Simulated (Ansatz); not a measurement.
## MgPbS3 (model cell, started as cubic perovskite with Pb in the octahedra): phonons and vibrational spectra

Aim: the vibrations of MgPbS3 (model cell, started as cubic perovskite with Pb in the octahedra), their spectra, and whether the structure is stable.

Program: Ansatz 0.2.0. Level of theory: DFT PBEsol, scalar-relativistic, plane waves, PAW; PAW set soft_1. Results are calculated unless marked as measured.

The structure was built from a prototype and need not be the compound's stable phase.

### 1. The structure

It takes space group Pm-3m (No. 221, cubic). Conventional cell: a = 5.125 Å, b = 5.125 Å, c = 5.125 Å, α = 90.00°, β = 90.00°, γ = 90.00°. Nearest to Mg lie 12 S at 3.62 Å. Nearest to Pb lie 6 S at 2.56 Å. Nearest to S lie 2 Pb at 2.56 Å. Farther neighbours and most contacts between anions are not listed.

### 2. Relaxation

The cell and atoms are relaxed, since residual forces and stress would shift the frequencies.

The input, input.yaml:

```yaml
crystal:
  lattice:
    - [5.1254, 0.0, 0.0]
    - [0.0, 5.1254, 0.0]
    - [0.0, 0.0, 5.1254]
  atoms:
    - { symbol: Mg, position: [0.0, 0.0, 0.0] }
    - { symbol: Pb, position: [0.5, 0.5, 0.5] }
    - { symbol: S, position: [0.5, 0.5, 0.0] }
    - { symbol: S, position: [0.5, 0.0, 0.5] }
    - { symbol: S, position: [0.0, 0.5, 0.5] }
kpoints:
  mp_grid: { grid: [8, 8, 8] }
hamiltonian:
  xc: pbesol
  pseudopotentials: { kind: paw, azcp: { folder: soft_1 }, xc_functional: pbe }
scf:
  occupations: { method: gaussian, width: 0.1 }
output:
  forces: true
  stress: true
  eigenvalues: true
  write_density: true
  write_potential: true
  elf: true
  volumetric_format: npy
relax:
  adjacent_minimum: "off"
  f_tol: 0.005
  max_steps: 80
  cell: { stress_tol: 0.05 }
```

Command:

```bash
> ansatz run input.yaml --threads 8 --pin off --max-ram 16384MiB --backend cpu --events-out ev --progress --plain --runs-dir out
```

Numbers of over 12 decimals in the logs are rounded to 6 here.

The log of the run:

```text
Engine: ansatz 0.2.0, aarch64-unknown-linux-gnu
Pseudopotentials: kind: paw
Pseudopotential: Mg, paw, valence charge 10, recommended cutoff 420 eV (normal), soft_1/Mg.paw.azcp
Pseudopotential: Pb, paw, valence charge 14, recommended cutoff 420 eV (normal), soft_1/Pb.paw.azcp
Pseudopotential: S, paw, valence charge 6, recommended cutoff 420 eV (normal), soft_1/S.paw.azcp
Functional definition: PBEsol
  exchange = pbesol_x
  correlation = pbesol_c
Crystal: 5 atoms, lattice volume = 134.643 Å³
Basis set: ecut = 420 eV, 2601 PW (Γ), exchange–correlation on 72×72×72 points (8 copies of the dense FFT grid, shifted against one another)
Bands: 26, of which v1, the nominal top of the filled ones, is band 21 counted from 1 (20 counted from 0)
Symmetry: 48 space group operations
Space group: Pm-3m (ITA 221), of the structure as read, at distance tolerance 5.1e-5 Å
k-points: 35 of 512
Non-local potential: Mg, projectors of the file, l = 0: 3, l = 1: 2, l = 2: 1
Non-local potential: Pb, projectors of the file, l = 0: 2, l = 1: 2, l = 2: 2, l = 3: 1
Non-local potential: S, projectors of the file, l = 0: 2, l = 1: 2, l = 2: 1
PAW form: soft (Blöchl's): semilocal exchange-correlation on the pseudo side does not see the compensation charge
PAW frozen core: Mg, regenerated for the run's functional, and the local potential with it (the file was generated under x = pbe(κ = 0.804, μ = 0.219515), c = pbe(β = 0.066725))
PAW frozen core: Pb, regenerated for the run's functional, and the local potential with it (the file was generated under x = pbe(κ = 0.804, μ = 0.219515), c = pbe(β = 0.066725))
PAW frozen core: S, regenerated for the run's functional, and the local potential with it (the file was generated under x = pbe(κ = 0.804, μ = 0.219515), c = pbe(β = 0.066725))
PAW one-centre angular grid: Mg, 110 points (default); XC on 64 Gauss nodes
PAW one-centre angular grid: Pb, 590 points (default); XC on 64 Gauss nodes
PAW one-centre angular grid: S, 110 points (default); XC on 64 Gauss nodes
Initial density: superposition of atomic densities (chi_scale 0.1, normalization cell, long waves kept (reshape's long-wave potential 0.01 eV rms))
Initial wavefunctions: pseudopotential atomic-orbital guess
Functional: x = pbesol(κ = 0.804, μ = 0.123457), c = pbesol(β = 0.046)
SCF iter   1: F=—  HF=-16323.158622 eV  |F-HF|=—  |Δ(HF+E_count)|=         —  Δρ=3.45e-2  dr2=2.14e0  ethr=3.10e-3  ⟨swp⟩=7.5  Hψ=5000  notcnv=0
preconditioner: auto → Kerker (q_TF=auto, 2.247 Å⁻¹)  [metal: Δε(μ)=0.018 eV  Ē_g=11.083 eV  σ=0.100 eV  W_gap=0.10  n_scr=26 (ndim 8)  ℏωp=18.7 eV  f_vac=0.000  D(μ)=4.05/eV (n_scr^D=26)]
SCF iter   2: F=—  HF=-16322.769624 eV  |F-HF|=—  |Δ(HF+E_count)|=   3.89e-1  Δρ=2.04e-2  dr2=8.29e-1  ethr=3.10e-3  ⟨swp⟩=2.3  Hψ=1314  notcnv=0  defer=15
SCF iter   3: F=—  HF=-16322.618218 eV  |F-HF|=—  |Δ(HF+E_count)|=   1.51e-1  Δρ=3.70e-3  dr2=4.34e-2  ethr=1.97e-3  ⟨swp⟩=2.7  Hψ=1406  notcnv=0  defer=18
SCF iter   4: F=—  HF=-16322.616412 eV  |F-HF|=—  |Δ(HF+E_count)|=   1.81e-3  Δρ=1.69e-3  dr2=1.10e-2  ethr=1.03e-4  ⟨swp⟩=2.3  Hψ=1675  notcnv=0  defer=14
SCF iter   5: F=—  HF=-16322.613621 eV  |F-HF|=—  |Δ(HF+E_count)|=   2.79e-3  Δρ=5.21e-4  dr2=1.01e-3  ethr=2.63e-5  ⟨swp⟩=2.0  Hψ=1245  notcnv=0  defer=14
SCF iter   6: F=—  HF=-16322.613363 eV  |F-HF|=—  |Δ(HF+E_count)|=   2.58e-4  Δρ=1.20e-4  dr2=2.44e-5  ethr=2.41e-6  ⟨swp⟩=2.3  Hψ=1301  notcnv=0  defer=14
SCF iter   7: F=—  HF=-16322.613394 eV  |F-HF|=—  |Δ(HF+E_count)|=   3.08e-5  Δρ=3.38e-5  dr2=1.25e-6  ethr=5.80e-8  ⟨swp⟩=2.1  Hψ=1645  notcnv=0  defer=15
SCF iter   8: F=-16322.613396 eV  HF=-16322.613396 eV  |F-HF|=3.59e-8  |Δ(HF+E_count)|=   1.58e-6  Δρ=7.61e-6  dr2=9.30e-8  ethr=2.38e-10  ⟨swp⟩=14.6  Hψ=8389  notcnv=0
SCF 1 converged in 8 iterations: F = -16322.613396 eV  dr2 = 9.30e-8
  greatest PAW one-centre occupation: 1.000 electrons in one spin orbital (limit 2), on the Mg atom at site 0 (counted from 0), in its partial waves of l = 0
relax step   1: F+E_penalty+E_count = -16322.61339585 eV  Δ(F+E_penalty+E_count) = +0.000e0 eV  max|allowed force component| = 3.408e-28 eV/Å  Δτ_max = 0.0000 Å  P = -1.586 GPa  Ω = 134.643 Å³  (8 SCF iters, dr2 threshold 1.00e-7 eV, accepted)
Crystal: 5 atoms, lattice volume = 130.166 Å³
Basis set: ecut = 420 eV, 2517 PW (Γ), exchange–correlation on 72×72×72 points (8 copies of the dense FFT grid, shifted against one another)
Initial density: handed on by an earlier stage of this run
Initial wavefunctions: those handed on with the density
iter 1 solved again at ethr=7.01e-6 eV; its pass at ethr=3.10e-3 eV (dr2=2.94e-3 eV) is discarded
SCF iter   1: F=—  HF=-16322.636656 eV  |F-HF|=—  |Δ(HF+E_count)|=         —  Δρ=1.34e-3  dr2=2.73e-3  ethr=7.01e-6  ⟨swp⟩=3.0  Hψ=6073  notcnv=0
preconditioner: auto → Kerker (q_TF=auto, 2.260 Å⁻¹)  [metal: Δε(μ)=0.029 eV  Ē_g=11.501 eV  σ=0.100 eV  W_gap=0.16  n_scr=26 (ndim 8)  ℏωp=19.0 eV  f_vac=0.000  D(μ)=3.82/eV (n_scr^D=26)]
SCF iter   2: F=—  HF=-16322.636105 eV  |F-HF|=—  |Δ(HF+E_count)|=   5.51e-4  Δρ=8.12e-4  dr2=1.03e-3  ethr=6.50e-6  ⟨swp⟩=1.2  Hψ=956  notcnv=0
SCF iter   3: F=—  HF=-16322.635877 eV  |F-HF|=—  |Δ(HF+E_count)|=   2.28e-4  Δρ=1.04e-4  dr2=1.08e-5  ethr=2.46e-6  ⟨swp⟩=2.0  Hψ=1297  notcnv=0
SCF iter   4: F=—  HF=-16322.635871 eV  |F-HF|=—  |Δ(HF+E_count)|=   6.29e-6  Δρ=3.67e-5  dr2=2.15e-6  ethr=2.58e-8  ⟨swp⟩=2.4  Hψ=1479  notcnv=0
iter 5 did not close the SCF: its close was put off for the readings that it lacked (scf_convergence_deferred on its scf_iter line)
SCF iter   5: F=-16322.635872 eV  HF=-16322.635872 eV  |F-HF|=8.31e-8  |Δ(HF+E_count)|=   8.77e-7  Δρ=8.41e-6  dr2=2.69e-7  ethr=5.11e-9  ⟨swp⟩=2.5  Hψ=1533  notcnv=0
SCF iter   6: F=-16322.635872 eV  HF=-16322.635872 eV  |F-HF|=2.90e-8  |Δ(HF+E_count)|=   2.41e-8  Δρ=2.66e-6  dr2=4.46e-8  ethr=6.41e-10  ⟨swp⟩=10.6  Hψ=7287  notcnv=0
SCF 2 converged in 6 iterations: F = -16322.635872 eV  dr2 = 4.46e-8
relax step   2: F+E_penalty+E_count = -16322.63587179 eV  Δ(F+E_penalty+E_count) = -2.248e-2 eV  max|allowed force component| = 1.470e-28 eV/Å  Δτ_max = 0.0000 Å  P = +0.068 GPa  Ω = 130.166 Å³  energy of the carried Pulay correction = +4.636e-4 eV  (6 SCF iters, dr2 threshold 5.00e-7 eV, accepted)
Crystal: 5 atoms, lattice volume = 130.345 Å³
iter 1 solved again at ethr=1.33e-8 eV; its pass at ethr=3.10e-3 eV (dr2=5.59e-6 eV) is discarded
SCF iter   1: F=—  HF=-16322.635897 eV  |F-HF|=—  |Δ(HF+E_count)|=         —  Δρ=5.55e-5  dr2=4.74e-6  ethr=1.33e-8  ⟨swp⟩=3.5  Hψ=5657  notcnv=0
preconditioner: auto → Kerker (q_TF=auto, 2.259 Å⁻¹)  [metal: Δε(μ)=0.017 eV  Ē_g=11.508 eV  σ=0.100 eV  W_gap=0.09  n_scr=26 (ndim 8)  ℏωp=19.0 eV  f_vac=0.000  D(μ)=3.86/eV (n_scr^D=26)]
SCF iter   2: F=—  HF=-16322.635889 eV  |F-HF|=—  |Δ(HF+E_count)|=   8.57e-6  Δρ=3.34e-5  dr2=1.78e-6  ethr=1.13e-8  ⟨swp⟩=1.0  Hψ=911  notcnv=0
SCF iter   3: F=—  HF=-16322.635888 eV  |F-HF|=—  |Δ(HF+E_count)|=   4.67e-7  Δρ=4.31e-6  dr2=3.29e-8  ethr=4.24e-9  ⟨swp⟩=2.0  Hψ=1252  notcnv=0
iter 4 did not close the SCF: its close was put off for the readings that it lacked (scf_convergence_deferred on its scf_iter line)
SCF iter   4: F=-16322.635888 eV  HF=-16322.635888 eV  |F-HF|=2.73e-10  |Δ(HF+E_count)|=  9.73e-10  Δρ=1.57e-6  dr2=3.62e-9  ethr=7.84e-11  ⟨swp⟩=2.1  Hψ=1509  notcnv=0
iter 5 did not close the SCF: its close was put off for the readings that it lacked (scf_convergence_deferred on its scf_iter line)
SCF iter   5: F=-16322.635888 eV  HF=-16322.635888 eV  |F-HF|=6.18e-11  |Δ(HF+E_count)|=  9.04e-10  Δρ=2.60e-7  dr2=9.02e-11  ethr=8.63e-12  ⟨swp⟩=2.1  Hψ=1620  notcnv=0
SCF iter   6: F=-16322.635888 eV  HF=-16322.635888 eV  |F-HF|=5.46e-12  |Δ(HF+E_count)|=  7.09e-11  Δρ=7.00e-8  dr2=1.10e-11  ethr=1.00e-12  ⟨swp⟩=6.9  Hψ=5022  notcnv=0
SCF 3 converged in 6 iterations: F = -16322.635888 eV  dr2 = 1.10e-11
relax step   3: F+E_penalty+E_count = -16322.63588830 eV  Δ(F+E_penalty+E_count) = -1.651e-5 eV  max|allowed force component| = 5.112e-29 eV/Å  Δτ_max = 0.0000 Å  P = -0.005 GPa  Ω = 130.345 Å³  energy of the carried Pulay correction = +4.448e-4 eV  (6 SCF iters, accepted)
Initial wavefunctions: pseudopotential atomic-orbital guess (no wavefunctions were taken with the density)
iter 1 solved again at ethr=3.47e-8 eV; its pass at ethr=3.10e-3 eV (dr2=1.46e-5 eV) is discarded
SCF iter   1: F=—  HF=-16322.635447 eV  |F-HF|=—  |Δ(HF+E_count)|=         —  Δρ=3.33e-5  dr2=2.35e-7  ethr=3.47e-8  ⟨swp⟩=4.9  Hψ=8216  notcnv=0
preconditioner: auto → Kerker (q_TF=auto, 2.259 Å⁻¹)  [metal: Δε(μ)=0.017 eV  Ē_g=11.508 eV  σ=0.100 eV  W_gap=0.10  n_scr=26 (ndim 8)  ℏωp=19.0 eV  f_vac=0.000  D(μ)=3.86/eV (n_scr^D=26)]
SCF iter   2: F=—  HF=-16322.635440 eV  |F-HF|=—  |Δ(HF+E_count)|=   6.59e-6  Δρ=1.71e-5  dr2=5.56e-8  ethr=5.60e-10  ⟨swp⟩=2.1  Hψ=1497  notcnv=0
SCF iter   3: F=—  HF=-16322.635441 eV  |F-HF|=—  |Δ(HF+E_count)|=   9.64e-8  Δρ=2.44e-6  dr2=1.78e-9  ethr=1.32e-10  ⟨swp⟩=2.1  Hψ=1352  notcnv=0
SCF iter   4: F=—  HF=-16322.635441 eV  |F-HF|=—  |Δ(HF+E_count)|=   1.86e-9  Δρ=1.55e-7  dr2=7.35e-11  ethr=4.24e-12  ⟨swp⟩=2.3  Hψ=1399  notcnv=0
iter 5 did not close the SCF: its close was put off for the readings that it lacked (scf_convergence_deferred on its scf_iter line)
SCF iter   5: F=-16322.635441 eV  HF=-16322.635441 eV  |F-HF|=3.64e-12  |Δ(HF+E_count)|=  2.73e-11  Δρ=4.97e-8  dr2=1.20e-11  ethr=1.00e-12  ⟨swp⟩=1.0  Hψ=911  notcnv=0
iter 6 did not close the SCF: its close was put off for the readings that it lacked (scf_convergence_deferred on its scf_iter line)
SCF iter   6: F=-16322.635441 eV  HF=-16322.635441 eV  |F-HF|=0.00e0  |Δ(HF+E_count)|=  3.64e-12  Δρ=2.01e-8  dr2=1.15e-12  ethr=1.00e-12  ⟨swp⟩=1.0  Hψ=911  notcnv=0
iter 7 did not close the SCF: its close was put off for the readings that it lacked (scf_convergence_deferred on its scf_iter line)
SCF iter   7: F=-16322.635441 eV  HF=-16322.635441 eV  |F-HF|=1.82e-12  |Δ(HF+E_count)|=  5.46e-12  Δρ=8.12e-9  dr2=8.68e-14  ethr=1.00e-12  ⟨swp⟩=1.0  Hψ=910  notcnv=0
iter 8 did not close the SCF: its close was put off for the readings that it lacked (scf_convergence_deferred on its scf_iter line)
SCF iter   8: F=-16322.635441 eV  HF=-16322.635441 eV  |F-HF|=0.00e0  |Δ(HF+E_count)|=    0.00e0  Δρ=2.96e-9  dr2=1.40e-14  ethr=1.00e-12  ⟨swp⟩=1.0  Hψ=911  notcnv=0
SCF iter   9: F=-16322.635441 eV  HF=-16322.635441 eV  |F-HF|=0.00e0  |Δ(HF+E_count)|=  3.64e-12  Δρ=8.41e-10  dr2=1.81e-15  ethr=1.00e-12  ⟨swp⟩=5.2  Hψ=3773  notcnv=0
SCF 4 converged in 9 iterations: F = -16322.635441 eV  dr2 = 1.81e-15
relax step   4: F+E_penalty+E_count = -16322.63544053 eV  Δ(F+E_penalty+E_count) = +4.478e-4 eV  max|allowed force component| = 1.345e-28 eV/Å  Δτ_max = 0.0000 Å  P = -0.005 GPa  Ω = 130.345 Å³  stress off target by 4.75e-3 GPa  SCF on the basis re-selected at this cell (its energy is not comparable with the rows above)  (9 SCF iters)
basis re-selected at this cell: Δ(F+E_penalty+E_count) = +4.478e-4 eV, ΔP = -0.000 GPa vs the last step (what re-selecting the basis moved, of the pressure what is left beyond the Pulay correction that the steps carried, after the strain that the cell walked since its last selection, with what the two solves' SCF thresholds leave and, on support functions, any second-order correction that the steps lacked; it is no m [...]
SCF converged after 9 iterations
Free energy (F): -16322.635441 eV
Harris-Foulkes:  -16322.635441 eV  (|F-HF|=0.00e0)
Internal energy: -16322.616151 eV  (E = F + TS)
E sigma→0 (E₀):  -16322.625796 eV
Entropy (-TS):   -0.019290 eV (-3.858 meV/atom)
Fermi energy:    5.089423 eV
--- Per-component energies (eV) ---
  E_band       = -492.863865
  E_kinetic    = 678.142411
  E_local      = -3614.549387  (includes V_loc(G=0)·N_el)
  E_nonlocal   = 611.793978
  E_hartree    = 1301.237402
  E_xc         = -488.788428
  E_vxc        = -412.888926  (∫ρ·V_xc dr)
  E_paw        = -12319.084193  (= ΣΔE_a)
  E_vpaw       = -357.836581  (= ΣTr[D̂ρ^β])
  E_aug_tail   = -0.000161  (compensation charges beyond the density's cutoff)
  E_ewald      = -2491.674654
  E_core_change = 0.306881  (= ΣΔE_core)
  E_smearing   = -0.019290  (= −TS)
  E_closure    = 0.000000  (closes the sum)
  Σ components = -16322.635441   (vs F -16322.635441, Δ=0.00e0)
--- Forces (eV/Å), atoms counted from 1 ---
  atom   1  Mg     0.00000000     0.00000000    -0.00000000
  atom   2  Pb     0.00000000    -0.00000000    -0.00000000
  atom   3  S     -0.00000000     0.00000000     0.00000000
  atom   4  S     -0.00000000     0.00000000    -0.00000000
  atom   5  S      0.00000000    -0.00000000    -0.00000000
  max |Σ_I F_I| component: 1.69e-28 eV/Å
--- Stress (GPa, compression-positive) ---
       -0.004745       0.000000      -0.000000
        0.000000      -0.004745       0.000000
       -0.000000       0.000000      -0.004745
  P = ⅓ Tr σ = -0.0047 GPa (-0.047 kbar)
--- Band table (eV; the first three rows and the last of 35) ---
  k-point 0: bands = [... 17 lower, 4.1750, 4.1750, 4.2228, 4.2228, 4.2228, 4.8342, 10.5011, 10.5011, ... 1 higher]
  k-point 1: bands = [... 17 lower, 4.1088, 4.1088, 4.1555, 4.2135, 4.2135, 5.3891, 10.1639, 10.7171, ... 1 higher]
  k-point 2: bands = [... 17 lower, 3.9047, 3.9047, 4.0031, 4.2354, 4.2354, 6.2207, 9.4094, 10.3783, ... 1 higher]
  k-point 34: bands = [... 17 lower, 4.7252, 4.7729, 5.3287, 5.3287, 5.3287, 8.2854, 8.2854, 8.2854, ... 1 higher]
--- Relaxed structure (3 steps of the walk, 3 accepted, 1 SCFs on fresh bases) ---
  F+E_penalty+E_count = -16322.63544053 eV   max|allowed force component| = 1.345e-28 eV/Å   (the final SCF, on the basis selected at the relaxed cell)
  cell:  # Å, volume = 130.3450 Å³
    - [5.070275, 0, 0]
    - [0, 5.070275, 0.0]
    - [0, 0.0, 5.070275]
  atoms:
    - { symbol: Mg, position: [0, 0, 0] }
    - { symbol: Pb, position: [0.500000, 0.500000, 0.500000] }
    - { symbol: S, position: [0.500000, 0.500000, 0] }
    - { symbol: S, position: [0.500000, 0, 0.500000] }
    - { symbol: S, position: [0, 0.500000, 0.500000] }
```

Elapsed: 5.6 s, on 8 threads of Arm Neoverse V1, shared host; peak memory 0.57 GiB; 38 s of CPU time.

The steps of the relaxation:

| step | energy less that of the first step (eV) | largest force component (eV/Å) | pressure (GPa) | volume (Å³) |
| --- | --- | --- | --- | --- |
| 1 | 0.0000 | 0.0000 | -1.59 | 134.64 |
| 2 | -0.0225 | 0.0000 | 0.07 | 130.17 |
| 3 | -0.0225 | 0.0000 | 0.00 | 130.35 |
| 4* | -0.0220 | 0.0000 | 0.00 | 130.35 |

Relaxation steps marked * repeat the geometry before them on a plane-wave basis chosen anew for their cell, so energy and pressure can jump there.

Forces are held to the 48 operations that the run works with; a distortion that breaks them can't arise in this run.

| conventional cell, symmetrised | before | after | change |
| --- | --- | --- | --- |
| a (Å) | 5.125 | 5.070 | -1.1 % |
| b (Å) | 5.125 | 5.070 | -1.1 % |
| c (Å) | 5.125 | 5.070 | -1.1 % |
| volume (Å³/atom) | 26.93 | 26.07 | -3.2 % |

This step gave:

- pressure: -0.004745 GPa
- volume per atom: 26.07 Å³
- gap on the k-mesh: 0 eV

ELF in the ac plane at fractional y = 0.500, with atoms of Pb and S within 0.2 Å of it. It is the smooth field of the valence electrons, not physical close to the nuclei.

Values, 14 rows by 14 columns, each cell a mean:
```
0.03 0.05 0.20 0.59 0.83 0.81 0.33 0.13 0.60 0.85 0.75 0.40 0.10 0.04
0.12 0.08 0.09 0.32 0.66 0.80 0.75 0.69 0.79 0.76 0.52 0.18 0.07 0.10
0.47 0.30 0.12 0.12 0.32 0.54 0.65 0.66 0.61 0.45 0.21 0.09 0.18 0.40
0.79 0.67 0.36 0.14 0.16 0.27 0.34 0.35 0.31 0.22 0.13 0.21 0.52 0.75
0.86 0.83 0.64 0.31 0.23 0.32 0.35 0.34 0.35 0.28 0.22 0.45 0.76 0.85
0.50 0.72 0.76 0.44 0.31 0.35 0.17 0.12 0.26 0.35 0.31 0.61 0.79 0.60
0.02 0.40 0.76 0.50 0.34 0.27 0.03 0.01 0.12 0.34 0.35 0.66 0.69 0.13
0.18 0.56 0.77 0.48 0.33 0.31 0.07 0.03 0.17 0.35 0.34 0.65 0.75 0.33
0.78 0.82 0.71 0.38 0.27 0.36 0.31 0.27 0.35 0.32 0.27 0.54 0.80 0.81
0.85 0.78 0.51 0.21 0.18 0.27 0.33 0.34 0.31 0.23 0.16 0.32 0.66 0.83
0.65 0.48 0.20 0.10 0.21 0.38 0.48 0.50 0.44 0.31 0.14 0.12 0.32 0.59
0.25 0.14 0.08 0.20 0.51 0.71 0.77 0.76 0.76 0.64 0.36 0.12 0.09 0.20
0.05 0.05 0.14 0.48 0.78 0.82 0.56 0.40 0.72 0.83 0.67 0.30 0.08 0.05
0.03 0.05 0.25 0.65 0.85 0.78 0.18 0.02 0.50 0.86 0.79 0.47 0.12 0.03
```
Columns run along a (5.1 Å), rows up along c (5.1 Å). Atoms in or near the plane, at fractional coordinates: Pb at (0.50, 0.50), S at (0.50, 0.00), S at (0.00, 0.50).

Electrostatic potential energy in the ac plane at fractional y = 0.500, with atoms of Pb and S within 0.2 Å of it. With pseudopotentials it is smooth inside the atoms' cores, unlike the true potential.

Ten even steps from '0' (-36 eV) to '9' (10 eV), each cell a mean:
```
99998300059999
99999621489999
99999877899999
99999876789999
56898521368985
01686100037840
20474011016710
00575001027720
24787300158863
78998754689998
99999877899999
99999754689999
99998400169999
99997202059999
```
Columns run along a (5.1 Å; values clipped at the 3rd and 97th percentile), rows up along c (5.1 Å). Atoms in or near the plane, at fractional coordinates: Pb at (0.50, 0.50), S at (0.50, 0.00), S at (0.00, 0.50).

Valence density in the ac plane at fractional y = 0.500, with atoms of Pb and S within 0.2 Å of it. It is the smooth field of the valence electrons, not physical close to the nuclei.

Ten steps, logarithmic in the rise over the least value, from '0' (0.0 e/Å³) to '9' (7.8 e/Å³), each cell a mean:
```
00024554553100
00013455542100
11112344431111
32212344321123
54323466532345
55434688753455
35545799864454
45544799864455
55433577643345
43222345432234
21112344321112
00012455432100
00013555542100
00024543553100
```
Columns run along a (5.1 Å), rows up along c (5.1 Å). Atoms in or near the plane, at fractional coordinates: Pb at (0.50, 0.50), S at (0.50, 0.00), S at (0.00, 0.50).

In this step the volume went from 26.93 to 26.07 Å³/atom.

### 3. Tight relaxation

Phonons need a cell at rest on their own settings, so the relaxation is repeated with tight tolerances on forces and stress on the k mesh and occupations of the first response run.

input.yaml, the sections that differ from step 2:

```yaml
crystal:
  lattice:
    - [5.0702748095, 0.0, 0.0]
    - [0.0, 5.0702748095, 0.0]
    - [0.0, 0.0, 5.0702748095]
  atoms:
    - { symbol: Mg, position: [0.0, 0.0, 0.0] }
    - { symbol: Pb, position: [0.5, 0.5, 0.5] }
    - { symbol: S, position: [0.5, 0.5, 0.0] }
    - { symbol: S, position: [0.5, 0.0, 0.5] }
    - { symbol: S, position: [0.0, 0.5, 0.5] }
scf:
  occupations: { method: methfessel_paxton, width: 0.2 }
output:
  forces: true
  stress: true
  eigenvalues: true
relax:
  adjacent_minimum: "off"
  f_tol: 0.001
  max_steps: 60
  cell: { stress_tol: 0.01 }
# kpoints, hamiltonian: as in step 2
```

The log of the run:

```text
[...]
Crystal: 5 atoms, lattice volume = 130.345 Å³
Basis set: ecut = 420 eV, 2517 PW (Γ), exchange–correlation on 72×72×72 points (8 copies of the dense FFT grid, shifted against one another)
Bands: 26, of which v1, the nominal top of the filled ones, is band 21 counted from 1 (20 counted from 0)
Symmetry: 48 space group operations
[...]
k-points: 35 of 512
[...]
--- Relaxed structure (2 steps of the walk, 2 accepted, 1 SCFs on fresh bases) ---
[...]
cell:  # Å, volume = 130.2825 Å³
    - [5.069464, 0, 0]
    - [0, 5.069464, 0.0]
    - [0, 0.0, 5.069464]
  atoms:
    - { symbol: Mg, position: [0, 0, 0] }
    - { symbol: Pb, position: [0.500000, 0.500000, 0.500000] }
    - { symbol: S, position: [0.500000, 0.500000, 0] }
    - { symbol: S, position: [0.500000, 0, 0.500000] }
    - { symbol: S, position: [0, 0.500000, 0.500000] }
[key lines of the parts left out:]
SCF converged after 6 iterations
Free energy (F): -16322.630329 eV
Fermi energy:    5.085758 eV
P = ⅓ Tr σ = 0.0011 GPa (0.011 kbar)
```

Run time: 3.7 s. Hardware: 8 threads; peak memory 0.55 GiB.

Little changed from the start: no atom moved by 0.005 Å and no cell edge by 0.1 %.

Numbers from this step:

- pressure: 0.001061 GPa
- volume per atom: 26.06 Å³

The forces vanish by symmetry and the pressure is 0.001 GPa, within the tolerances set. The cell now holds 26.06 Å³/atom.

(Continued in part 2 of 2.)

[Logs are printed without paths, hosts, clocks, repeated set-up lines and the standing remarks that a program may print on its own settings, such as how far it seeks lower states.]

[Hosts, paths, dates, database ids (printed as entryN), source tags and the programs' standing remarks are cut or masked in the printed files.]
